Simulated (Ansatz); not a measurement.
## TcCl2 (1T sheet): how robust is the cRPA U?

Aim: hold the target of a cRPA run on TcCl2 (1T sheet) and move one thing at a time.

Program: Ansatz 0.2.0. Level of theory: constrained RPA on PBEsol, plane waves, PAW. Results are calculated unless marked as measured.

## 1. Starting point

The cell holds 3 atoms: 1 Tc and 2 Cl. Its edges and angles: a = 3.234 Å, b = 3.234 Å, c = 30.112 Å, α = 90.0°, β = 90.0°, γ = 120.0°. Vacuum lies along c.

The structure was relaxed with PBEsol. The structure was generated from a model, not taken from a measurement. The runs that relaxed it are not among those shown. The program's search for lower electronic states was switched off, so nothing shows that the state found is the lowest. The default PAW set here is soft_2. Its files were made with PBE. The Coulomb interaction is cut off across the vacuum.

## 2. Base: Tc t2g, bands v3 to v1, 6×6×1 mesh, medium accuracy

Constrained RPA screens the interaction with every transition except those inside the target bands, which a later many-body model would treat itself.

Input file input.yaml:

```yaml
crystal:
  lattice:
    - [0.0, 2.28695638, 2.28695638]
    - [2.28695638, -2.28695638, 0.0]
    - [17.38503569, 17.38503569, -17.38503569]
  atoms:
    - { symbol: Tc, position: [0.0, 0.0, 0.3180797022] }
    - { symbol: Cl, position: [0.3333333333, 0.6666666667, 0.3689286205] }
    - { symbol: Cl, position: [0.6666666667, 0.3333333333, 0.2672307839] }
  periodic: [true, true, false]
kpoints:
  mp_grid: { grid: [9, 9, 1] }
hamiltonian:
  xc: pbesol
scf:
  occupations: { method: gaussian, width: 0.08 }
  n_extra_bands: 19
  max_iter: 150
  lower_state_search: "off"
output:
  crpa:
    kmesh: [6, 6, 1]
    target_bands: [v3, v1]
    projections: [{ species: Tc, l: d, shell: 4, orbitals: [dxz, dyz, dxy] }]
  local_orbitals:
    kmesh: [12, 12, 1]
    orbitals: [{ species: Tc, l: d, shell: 4, orbitals: [dxz, dyz, dxy] }]
    window: { bands: [v3, v1] }
    seedname: lo
```

On the command line:

```bash
ansatz run input.yaml --threads 8 --pin off --max-ram 14745MiB --backend cpu --events-out ev --progress --plain --runs-dir out
```

Numbers of over 12 decimals in the logs are rounded to 6 here.

What it wrote:

```text
scf.n_extra_bands = 19 over 15 filled bands (N_el = 29.0): the run solves 34 bands
Engine: ansatz 0.2.0, aarch64-unknown-linux-gnu
Pseudopotentials: kind: paw
Pseudopotential: Tc, paw, valence charge 15, recommended cutoff 500 eV (normal), Tc.paw.azcp
Pseudopotential: Cl, paw, valence charge 7, recommended cutoff 420 eV (normal), Cl.paw.azcp
Functional definition: PBEsol
  exchange = pbesol_x
  correlation = pbesol_c
Crystal: 3 atoms, lattice volume = 272.780 Å³
Basis set: ecut = 500 eV, 6859 PW (Γ)
Bands: 34, of which v1, the nominal top of the filled ones, is band 15 counted from 1 (14 counted from 0)
Symmetry: 12 space group operations
Space group: P-3m1 (ITA 164), of the structure as read, at distance tolerance 6.5e-5 Å
k-points: 12 of 81
Non-local potential: Tc, projectors of the file, l = 0: 3, l = 1: 3, l = 2: 2, l = 3: 2
Non-local potential: Cl, projectors of the file, l = 0: 2, l = 1: 2, l = 2: 2
PAW form: soft (Blöchl's): semilocal exchange-correlation on the pseudo side does not see the compensation charge
PAW frozen core: Tc, regenerated for the run's functional, and the local potential with it (the file was generated under x = pbe(κ = 0.804, μ = 0.219515), c = pbe(β = 0.066725))
PAW frozen core: Cl, regenerated for the run's functional, and the local potential with it (the file was generated under x = pbe(κ = 0.804, μ = 0.219515), c = pbe(β = 0.066725))
PAW one-centre angular grid: Tc, 590 points (default); XC on 64 Gauss nodes
PAW one-centre angular grid: Cl, 110 points (default); XC on 64 Gauss nodes
Initial density: superposition of atomic densities (neutral atoms: chi_scale 0, normalization atom)
Initial wavefunctions: pseudopotential atomic-orbital guess
Functional: x = pbesol(κ = 0.804, μ = 0.123457), c = pbesol(β = 0.046)
SCF iter   1: F=—  HF=-7460.734324 eV  |F-HF|=—  |Δ(HF+E_count)|=         —  Δρ=3.09e-2  dr2=4.08e0  ethr=3.10e-3  ⟨swp⟩=11.9  Hψ=3358  notcnv=0  defer=93
preconditioner: auto → LDOS  [insulator: Δε(μ)=0.163 eV  Ē_g=15.472 eV  σ=0.080 eV  W_gap=0.81  n_scr=16 (ndim 8)  ℏωp=10.3 eV  f_vac=0.774  D(μ)=1.66/eV (n_scr^D=10)  ε∞_Penn≈1.4  β→1.0]
SCF iter   2: F=—  HF=-7460.929860 eV  |F-HF|=—  |Δ(HF+E_count)|=   1.96e-1  Δρ=2.49e-2  dr2=5.36e0  ethr=3.10e-3  ⟨swp⟩=4.5  Hψ=882  notcnv=0  defer=157
SCF iter   3: F=—  HF=-7459.943360 eV  |F-HF|=—  |Δ(HF+E_count)|=   9.87e-1  Δρ=6.58e-3  dr2=4.38e-2  ethr=3.10e-3  ⟨swp⟩=3.2  Hψ=770  notcnv=0  defer=143
SCF iter   4: F=—  HF=-7459.940502 eV  |F-HF|=—  |Δ(HF+E_count)|=   2.86e-3  Δρ=1.68e-3  dr2=7.11e-3  ethr=1.51e-4  ⟨swp⟩=3.0  Hψ=780  notcnv=0  defer=150
SCF iter   5: F=—  HF=-7459.938965 eV  |F-HF|=—  |Δ(HF+E_count)|=   1.54e-3  Δρ=4.71e-4  dr2=4.25e-4  ethr=2.45e-5  ⟨swp⟩=3.3  Hψ=597  notcnv=0  defer=150
SCF iter   6: F=—  HF=-7459.939052 eV  |F-HF|=—  |Δ(HF+E_count)|=   8.70e-5  Δρ=1.75e-4  dr2=9.47e-5  ethr=1.47e-6  ⟨swp⟩=3.3  Hψ=554  notcnv=0  defer=150
SCF iter   7: F=—  HF=-7459.939077 eV  |F-HF|=—  |Δ(HF+E_count)|=   2.53e-5  Δρ=6.66e-5  dr2=1.69e-5  ethr=3.27e-7  ⟨swp⟩=2.2  Hψ=483  notcnv=0  defer=150
SCF iter   8: F=—  HF=-7459.939083 eV  |F-HF|=—  |Δ(HF+E_count)|=   6.11e-6  Δρ=2.03e-5  dr2=1.30e-6  ethr=5.83e-8  ⟨swp⟩=2.8  Hψ=424  notcnv=0  defer=150
SCF iter   9: F=-7459.939084 eV  HF=-7459.939084 eV  |F-HF|=1.16e-8  |Δ(HF+E_count)|=   8.86e-7  Δρ=2.78e-6  dr2=1.93e-8  ethr=3.45e-10  ⟨swp⟩=18.3  Hψ=4096  notcnv=0
SCF 1 converged in 9 iterations: F = -7459.939084 eV  dr2 = 1.93e-8
[...]
NSCF: frozen V_eff on 22 k-points
NSCF: frozen V_eff on 7 k-points
[...]
cRPA screening: q 1/36
cRPA screening: q 2/36
cRPA screening: q 8/36 (q-point 3)
cRPA screening: q 14/36 (q-point 4)
cRPA screening: q 17/36 (q-point 8)
cRPA screening: q 23/36 (q-point 9)
cRPA screening: q 35/36 (q-point 15)
SCF converged after 9 iterations
Free energy (F): -7459.939084 eV
Harris-Foulkes:  -7459.939084 eV  (|F-HF|=1.16e-8)
Internal energy: -7459.928555 eV  (E = F + TS)
E sigma→0 (E₀):  -7459.933819 eV
Entropy (-TS):   -0.010529 eV (-3.510 meV/atom)
Fermi energy:    -3.769893 eV
--- Per-component energies (eV) ---
  E_band       = -636.974310
  E_kinetic    = 950.538358
  E_local      = -53911.116369  (includes V_loc(G=0)·N_el)
  E_nonlocal   = 347.078982
  E_hartree    = 26314.621780
  E_xc         = -449.275193
  E_vxc        = -536.152667  (∫ρ·V_xc dr)
  E_paw        = -4503.561551  (= ΣΔE_a)
  E_vpaw       = -116.579679  (= ΣTr[D̂ρ^β])
  E_aug_tail   = 0.000061  (compensation charges beyond the density's cutoff)
  E_ewald      = 23791.401668
  E_core_change = 0.383709  (= ΣΔE_core)
  E_smearing   = -0.010529  (= −TS)
  E_closure    = 0.000000  (closes the sum)
  Σ components = -7459.939084   (vs F -7459.939084, Δ=0.00e0)
--- Band table (eV; the first three rows and the last of 12) ---
  k-point 0: bands = [... 11 lower, -7.7528, -5.8699, -5.5601, -5.5601, -3.1795, -3.1795, -0.9811, -0.3988, ... 15 higher]
  k-point 1: bands = [... 11 lower, -8.0301, -5.8582, -5.3631, -5.2407, -3.4077, -3.1776, -0.5727, -0.1418, ... 15 higher]
  k-point 2: bands = [... 11 lower, -8.4443, -6.1778, -4.8562, -4.6697, -3.3647, -3.0947, 0.2797, 0.5541, ... 15 higher]
  k-point 11: bands = [... 11 lower, -10.1163, -4.6122, -4.6122, -4.4374, -2.5806, -2.5806, 1.8019, 3.0350, ... 15 higher]
  the weakly bound empty levels are not read free of the cell's end (no_gap_told)
--- cRPA (band scheme, projected local orbitals): target bands 13..15 (1-based), 3 Wannier function(s), 6×6×1 mesh, 30 bands' worth read of 35 solved, ecut_chi 136.0 eV, v(q+G=0) probe_charge, pair densities all_electron ---
  χ-basis size per q: N_G = 939..1011
  window electrons = 5.0000, filled by tetrahedron_uncorrected; constrained ε̄⁻¹(q = 0, 0) head = 0.604690; min gauge Gram eig = 0.7302
  Kanamori averages over each shell's own Wannier functions (sites counted from 0, functions from 1):
    Site 0, 4D, 3 of 5 d orbitals (Wannier functions 1, 2, 3; wannier90's mr 2, 3, 5):
      screened: U = 3.3173 eV, U' = 2.6508 eV, J = 0.3084 eV
      screened, to within: U = 1.1e-2 eV, U' = 1.1e-2 eV, J = 9.2e-4 eV
      bare: V = 12.1891 eV, V' = 11.2365 eV, J = 0.4494 eV
  Hermiticity witness max|P − P†| over intra, direct and exchange elements: 7.11e-15 eV (screened), 1.83e-17 eV (bare)
  Reality witness max|Im| over intra, direct and exchange elements: 3.92e-17 eV (screened), 1.49e-17 eV (bare)
```

The job ended after 54 s (8 threads of Arm Neoverse V2, shared host; peak memory 2.6 GiB).

The column dr2 measures how far the density is from self-consistency, as an energy; F and HF (Harris–Foulkes) agree once it is small.

Numbers from this step:

- U: 3.317 eV
- U prime (inter-orbital): 2.651 eV
- J: 0.3084 eV
- bare V: 12.19 eV
- bare J: 0.4494 eV
- stated bound on U: 0.01046 eV
- U over bare V: 0.2722
- electrons in the window: 5.000
- head of the constrained inverse dielectric matrix: 0.6047
- least eigenvalue of the projection's overlap: 0.7302
- target functions: 3
- bands in the sums: 30
- r.m.s. miss of the model bands: 0.001170 eV
- width of the target bands: 3.369 eV
- weight of the projected orbitals in the window: 0.8594

On the Tc t2g shell, screening brings the on-site interaction from 12.2 eV down to U = 3.32 eV.

## 3. Changed: 9×9×1 mesh

Edit input.yaml of step 2 so:

```diff
@@ -21,9 +21,4 @@
   crpa:
-    kmesh: [6, 6, 1]
+    kmesh: [9, 9, 1]
     target_bands: [v3, v1]
     projections: [{ species: Tc, l: d, shell: 4, orbitals: [dxz, dyz, dxy] }]
-  local_orbitals:
-    kmesh: [12, 12, 1]
-    orbitals: [{ species: Tc, l: d, shell: 4, orbitals: [dxz, dyz, dxy] }]
-    window: { bands: [v3, v1] }
-    seedname: lo
```

What it wrote:

```text
[...]
Crystal: 3 atoms, lattice volume = 272.780 Å³
Basis set: ecut = 500 eV, 6859 PW (Γ)
Bands: 34, of which v1, the nominal top of the filled ones, is band 15 counted from 1 (14 counted from 0)
Symmetry: 12 space group operations
[...]
k-points: 12 of 81
[...]
SCF iter   1: F=—  HF=-7460.734324 eV  |F-HF|=—  |Δ(HF+E_count)|=         —  Δρ=3.09e-2  dr2=4.08e0  ethr=3.10e-3  ⟨swp⟩=11.9  Hψ=3358  notcnv=0  defer=93
[...]
SCF iter   9: F=-7459.939084 eV  HF=-7459.939084 eV  |F-HF|=1.16e-8  |Δ(HF+E_count)|=   8.86e-7  Δρ=2.78e-6  dr2=1.93e-8  ethr=3.45e-10  ⟨swp⟩=18.3  Hψ=4096  notcnv=0
SCF 1 converged in 9 iterations: F = -7459.939084 eV  dr2 = 1.93e-8
[...]
NSCF: frozen V_eff on 12 k-points
[...]
cRPA screening: q 1/81
cRPA screening: q 2/81
cRPA screening: q 8/81 (q-point 3)
cRPA screening: q 14/81 (q-point 4)
cRPA screening: q 20/81 (q-point 5)
[...]
Internal energy: -7459.928555 eV  (E = F + TS)
E sigma→0 (E₀):  -7459.933819 eV
Entropy (-TS):   -0.010529 eV (-3.510 meV/atom)
Fermi energy:    -3.769893 eV
[...]
--- Band table (eV; the first three rows and the last of 12) ---
  k-point 0: bands = [... 11 lower, -7.7528, -5.8699, -5.5601, -5.5601, -3.1795, -3.1795, -0.9811, -0.3988, ... 15 higher]
  k-point 1: bands = [... 11 lower, -8.0301, -5.8582, -5.3631, -5.2407, -3.4077, -3.1776, -0.5727, -0.1418, ... 15 higher]
  k-point 2: bands = [... 11 lower, -8.4443, -6.1778, -4.8562, -4.6697, -3.3647, -3.0947, 0.2797, 0.5541, ... 15 higher]
  k-point 11: bands = [... 11 lower, -10.1163, -4.6122, -4.6122, -4.4374, -2.5806, -2.5806, 1.8019, 3.0350, ... 15 higher]
  the weakly bound empty levels are not read free of the cell's end (no_gap_told)
[...]
χ-basis size per q: N_G = 939..1011
[...]
Site 0, 4D, 3 of 5 d orbitals (Wannier functions 1, 2, 3; wannier90's mr 2, 3, 5):
      screened: U = 3.2763 eV, U' = 2.6120 eV, J = 0.3071 eV
      screened, to within: U = 1.1e-2 eV, U' = 1.1e-2 eV, J = 8.9e-4 eV
      bare: V = 12.1447 eV, V' = 11.1945 eV, J = 0.4479 eV
[...]
[key lines of the parts left out:]
SCF converged after 9 iterations
Free energy (F): -7459.939084 eV
```

Run time: 2.5 min. Hardware: 8 threads; peak memory 2.8 GiB; 18 min of CPU time.

This step gave:

```yaml
u: 3.276 eV
u_prime_inter_orbital: 2.612 eV
j: 0.3071 eV
bare_v: 12.14 eV
bare_j: 0.4479 eV
stated_bound_on_u: 0.01021 eV
u_over_bare_v: 0.2698
electrons_in_the_window: 5
head_of_the_constrained_inverse_dielectric_matrix: 0.6169
least_eigenvalue_of_the_projection_s_overlap: 0.7309
target_functions: 3
bands_in_the_sums: 30
width_of_the_target_bands: 3.369 eV
weight_of_the_projected_orbitals_in_the_window: 0.8594
```

On the Tc t2g shell, screening brings the on-site interaction from 12.1 eV down to U = 3.28 eV.

## 4. Changed: 3×3×1 mesh

Edit input.yaml of step 3 so:

```diff
@@ -21,3 +21,3 @@
   crpa:
-    kmesh: [9, 9, 1]
+    kmesh: [3, 3, 1]
     target_bands: [v3, v1]
```

What it wrote:

```text
[...]
Crystal: 3 atoms, lattice volume = 272.780 Å³
Basis set: ecut = 500 eV, 6859 PW (Γ)
Bands: 34, of which v1, the nominal top of the filled ones, is band 15 counted from 1 (14 counted from 0)
Symmetry: 12 space group operations
[...]
k-points: 12 of 81
[...]
the weakly bound empty levels are not read free of the cell's end (no_gap_told)
[...]
χ-basis size per q: N_G = 939..1011
[...]
Site 0, 4D, 3 of 5 d orbitals (Wannier functions 1, 2, 3; wannier90's mr 2, 3, 5):
      screened: U = 3.7357 eV, U' = 3.0629 eV, J = 0.3121 eV
      screened, to within: U = 1.1e-2 eV, U' = 1.1e-2 eV, J = 8.7e-4 eV
      bare: V = 12.4300 eV, V' = 11.4687 eV, J = 0.4553 eV
[...]
[key lines of the parts left out:]
SCF converged after 9 iterations
Free energy (F): -7459.939084 eV
Fermi energy:    -3.769893 eV
```

Run time: 16 s. Hardware: 8 threads; peak memory 2.5 GiB.

Numbers from this step:

| Item | Value |
| --- | --- |
| U | 3.736 eV |
| U prime (inter-orbital) | 3.063 eV |
| J | 0.3121 eV |
| bare V | 12.43 eV |
| bare J | 0.4553 eV |
| stated bound on U | 0.01098 eV |
| U over bare V | 0.3005 |
| electrons in the window | 5.000 |
| head of the constrained inverse dielectric matrix | 0.6530 |
| least eigenvalue of the projection's overlap | 0.7865 |
| target functions | 3 |
| bands in the sums | 30 |
| width of the target bands | 3.369 eV |
| weight of the projected orbitals in the window | 0.8594 |

On the Tc t2g shell, screening brings the on-site interaction from 12.4 eV down to U = 3.74 eV.

## 5. Changed: smooth pair densities

Edit input.yaml of step 4 so:

```diff
@@ -21,4 +21,5 @@
   crpa:
-    kmesh: [3, 3, 1]
+    kmesh: [6, 6, 1]
     target_bands: [v3, v1]
     projections: [{ species: Tc, l: d, shell: 4, orbitals: [dxz, dyz, dxy] }]
+    pair_densities: pseudo
```

What it wrote:

```text
[...]
Crystal: 3 atoms, lattice volume = 272.780 Å³
Basis set: ecut = 500 eV, 6859 PW (Γ)
Bands: 34, of which v1, the nominal top of the filled ones, is band 15 counted from 1 (14 counted from 0)
Symmetry: 12 space group operations
[...]
k-points: 12 of 81
[...]
the weakly bound empty levels are not read free of the cell's end (no_gap_told)
[...]
χ-basis size per q: N_G = 939..1011
[...]
Site 0, 4D, 3 of 5 d orbitals (Wannier functions 1, 2, 3; wannier90's mr 2, 3, 5):
      screened: U = 3.3227 eV, U' = 2.6501 eV, J = 0.3112 eV
      screened, to within: U = 9.2e-3 eV, U' = 9.2e-3 eV, J = 7.7e-4 eV
      screened, sum over states alone: U = 3.6581 eV, U' = 2.8270 eV, J = 0.3607 eV
      bare: V = 12.1891 eV, V' = 11.2365 eV, J = 0.4494 eV
[...]
[key lines of the parts left out:]
SCF converged after 9 iterations
Free energy (F): -7459.939084 eV
Fermi energy:    -3.769893 eV
```

It took 46 s on 8 threads; peak memory 2.4 GiB; 5.8 min of CPU time.

This step gave:

| Item | Value |
| --- | --- |
| U | 3.323 eV |
| U prime (inter-orbital) | 2.650 eV |
| J | 0.3112 eV |
| bare V | 12.19 eV |
| bare J | 0.4494 eV |
| stated bound on U | 0.009134 eV |
| U over bare V | 0.2726 |
| electrons in the window | 5.000 |
| head of the constrained inverse dielectric matrix | 0.6048 |
| least eigenvalue of the projection's overlap | 0.7302 |
| target functions | 3 |
| bands in the sums | 30 |
| width of the target bands | 3.369 eV |
| weight of the projected orbitals in the window | 0.8594 |

On the Tc t2g shell, screening brings the on-site interaction from 12.2 eV down to U = 3.32 eV.

[end of part 1 of 2]

[Paths, hosts, dates, memory and timing lines, banners, echoed tables and standing remarks are left out of the program output.]

[Logs are printed without paths, hosts, clocks, repeated set-up lines and the standing remarks that a program may print on its own settings, such as how far it seeks lower states.]

[Runs of the session that timed out or met a known fault of the program may be left out.]

[Hosts, paths, dates, database ids (printed as entryN), source tags and the programs' standing remarks are cut or masked in the printed files.]
